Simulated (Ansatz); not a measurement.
# Mo wire along [100], 13 atoms a period: bands along the axis, part 2 of 2

Aim: is the Mo wire along [100], 13 atoms a period a metal or a semiconductor?

Ansatz 0.2.0; DFT PBE, plane waves, PAW; relaxation of a wire's period; PAW set soft_1 (the session's first sound run).

So far: Set-up; Relaxation of atoms and period.

**2. Relaxation of atoms and period (continued)**

The steps of the relaxation:

| step | energy less that of the first step (eV) | largest force component (eV/Å) | pressure (GPa) | volume (Å³) |
| --- | --- | --- | --- | --- |
| 1 | 0.0000 | 2.3287 | -9.01 | 543.94 |
| 2 | -3.0458 | 0.8877 | -2.37 | 525.31 |
| 3 | -3.8301 | 0.6709 | 1.33 | 519.98 |
| 4 | -3.9890 | 0.1172 | 0.68 | 527.47 |
| 5 | -4.0063 | 0.0646 | -0.07 | 529.53 |
| 6 | -4.0077 | 0.0318 | -0.02 | 530.51 |
| 7 | -4.0079 | 0.0047 | -0.01 | 530.75 |
| 8* | -4.0066 | 0.0045 | 0.00 | 530.75 |

Relaxation steps marked * repeat the geometry before them on a plane-wave basis chosen anew for their cell, so energy and pressure can jump there.

The run keeps the 16 symmetry operations that it works with, so distortions that break them were not tested.

| cell as run | before | after | change |
| --- | --- | --- | --- |
| c (Å) | 3.160 | 3.083 | -2.4 % |

The atoms that moved most (Å, along periodic axes as changes of fractional coordinates times the final cell, across vacuum about the mean position):

| atom | dx | dy | dz | length |
| --- | --- | --- | --- | --- |
| Mo1 | 0.328 | 0.328 | 0.000 | 0.464 |
| Mo3 | 0.328 | -0.328 | 0.000 | 0.464 |
| Mo7 | -0.328 | 0.328 | 0.000 | 0.464 |
| Mo9 | -0.328 | -0.328 | 0.000 | 0.464 |
| Mo13 | -0.046 | -0.046 | 0.000 | 0.065 |
| Mo12 | -0.046 | 0.046 | 0.000 | 0.065 |
| Mo11 | 0.046 | -0.046 | 0.000 | 0.065 |
| Mo10 | 0.046 | 0.046 | 0.000 | 0.065 |

Numbers from this step:

- energy at zero smearing: -64408.4736 eV
- cell length along the wire: 3.083 Å

The cell's length comes to 3.083 Å with spin left out.

**3. Bands of the perfect wire**

This step: DFT PBE, plane waves, PAW; bands of a perfect wire; PAW set soft_1 (Ansatz 0.2.0).

At the relaxed period the bands are computed along the axis; those that cross an energy going forward count the channels that a perfect wire would open there.

Contents of input.yaml:

```yaml
crystal:
  lattice:
    - [13.12, 0.0, 0.0]
    - [0.0, 13.12, 0.0]
    - [0.0, 0.0, 3.0833508946]
  atoms:
    - { symbol: Mo, position: [0.28415449, 0.28415449, 0.0] }
    - { symbol: Mo, position: [0.256572887, 0.5, 0.0] }
    - { symbol: Mo, position: [0.28415449, 0.71584551, 0.0] }
    - { symbol: Mo, position: [0.5, 0.256572887, 0.0] }
    - { symbol: Mo, position: [0.5, 0.5, 0.0] }
    - { symbol: Mo, position: [0.5, 0.743427113, 0.0] }
    - { symbol: Mo, position: [0.71584551, 0.28415449, 0.0] }
    - { symbol: Mo, position: [0.743427113, 0.5, 0.0] }
    - { symbol: Mo, position: [0.71584551, 0.71584551, 0.0] }
    - { symbol: Mo, position: [0.383055613, 0.383055613, 0.5] }
    - { symbol: Mo, position: [0.383055613, 0.616944387, 0.5] }
    - { symbol: Mo, position: [0.616944387, 0.383055613, 0.5] }
    - { symbol: Mo, position: [0.616944387, 0.616944387, 0.5] }
kpoints:
  mp_grid: { grid: [1, 1, 26] }
  band_path: { path: ["Γ", Z], npoints: 90 }
scf:
  occupations: { method: fermi_dirac, width: 0.05 }
hamiltonian:
  xc: pbe
  pseudopotentials: { kind: paw, azcp: { folder: soft_1 } }
output:
  dos: { e_range: [-5, 4] }
  write_potential: true
  write_density: true
  volumetric_format: npy
```

The run is started by

```console
$ ansatz run input.yaml --threads 4 --pin off --max-ram 16384MiB --backend cpu --events-out ev --progress --plain --runs-dir out
```

Numbers of over 12 decimals in the logs are rounded to 6 here.

Output:

```text
[...]
Crystal: 13 atoms, lattice volume = 530.751 Å³
Basis set: ecut = 420 eV, 10323 PW (Γ)
Bands: 110, of which v1, the nominal top of the filled ones, is band 91 counted from 1 (90 counted from 0)
Symmetry: 16 space group operations
[...]
k-points: 14 of 26
[...]
SCF iter   1: F=—  HF=-64423.630879 eV  |F-HF|=—  |Δ(HF+E_count)|=         —  Δρ=7.06e-2  dr2=1.31e2  ethr=3.10e-3  ⟨swp⟩=8.9  Hψ=7154  notcnv=0
[...]
SCF iter  12: F=-64408.535375 eV  HF=-64408.535375 eV  |F-HF|=6.36e-9  |Δ(HF+E_count)|=   6.26e-9  Δρ=9.09e-7  dr2=1.22e-8  ethr=5.49e-11  ⟨swp⟩=12.4  Hψ=4730  notcnv=0
SCF 1 converged in 12 iterations: F = -64408.535375 eV  dr2 = 1.22e-8
[...]
NSCF: frozen V_eff on 91 k-points
WARN: The output density's exchange-correlation potential varies sharply where the density is thin. Do not read a vacuum level from v_tot or v_xc, or from such a field of the output density. On a cell that repeats whose density bears no net charge and no dipole along the vacuum's axis use v_es (v_loc + v_h of the components); under efield.dipole_correction with no amplitude use v_es + v_field, which holds any externa [...]
SCF converged after 12 iterations
Free energy (F): -64408.535375 eV
[...]
Internal energy: -64408.412161 eV  (E = F + TS)
E sigma→0 (E₀):  -64408.473768 eV
Entropy (-TS):   -0.123214 eV (-9.478 meV/atom)
Fermi energy:    5.810918 eV
[...]
--- Band table (eV; the first three rows and the last of 14) ---
  k-point 0: bands = [... 87 lower, 5.5094, 5.5094, 5.5928, 5.6474, 5.7585, 5.7585, 5.9827, 6.0263, ... 15 higher]
  k-point 1: bands = [... 87 lower, 5.5295, 5.5295, 5.6046, 5.6046, 5.6309, 5.6349, 5.9588, 6.1006, ... 15 higher]
  k-point 2: bands = [... 87 lower, 5.3907, 5.4772, 5.5916, 5.5916, 5.5938, 5.7328, 5.8411, 5.9218, ... 15 higher]
  k-point 13: bands = [... 87 lower, 5.9468, 5.9468, 6.0334, 6.1393, 6.2185, 6.4027, 6.6001, 6.8961, ... 15 higher]
```

Wall time 97 s (4 threads of Arm Neoverse V1, shared host); peak memory 2.9 GiB.

Reading the cycles: dr2 is the Hartree energy of the density residual (eV), the measure of convergence; HF is the Harris–Foulkes estimate of the energy, which meets the free energy F at convergence.

Numbers from this step:

| Property | Result |
| --- | --- |
| energy at zero smearing | -64408.4738 eV |
| band gap | 0 eV |

The electronic bands at the labelled points (eV, zero at the Fermi level; # counts the bands kept):

| point | #37 | #38 | #39 | #40 | #41 | #42 | #43 | #44 |
| --- | --- | --- | --- | --- | --- | --- | --- | --- |
| Γ | -0.30 | -0.22 | -0.16 | -0.05 | -0.05 | 0.17 | 0.22 | 0.22 |
| halfway | -0.32 | -0.32 | -0.32 | -0.30 | -0.20 | 0.37 | 0.37 | 0.39 |
| Z | 0.14 | 0.22 | 0.33 | 0.41 | 0.59 | 0.79 | 1.09 | 1.27 |

Between Γ and Z the bands cross the Fermi level 15 times, so a perfect wire would conduct at least 15 G₀, with spin left out.

**4. Results**

- cell length, PBE: 3.083 Å
- ballistic conductance by band crossings, a lower bound, PBE: 15 G₀

What this shows: Under PBE the cell's length is 3.08 Å, and the bands cross the Fermi level 15 times between Γ and Z, which gives a perfect wire at least 15 G₀ (opposite crossings within one step of the path cancel in such a count). No spin was allowed, though thin wires with open d shells can turn magnetic.

[Logs are printed without paths, hosts, clocks, repeated set-up lines and the standing remarks that a program may print on its own settings, such as how far it seeks lower states.]

[Hosts, paths, dates, database ids (printed as entryN), source tags and the programs' standing remarks are cut or masked in the printed files.]
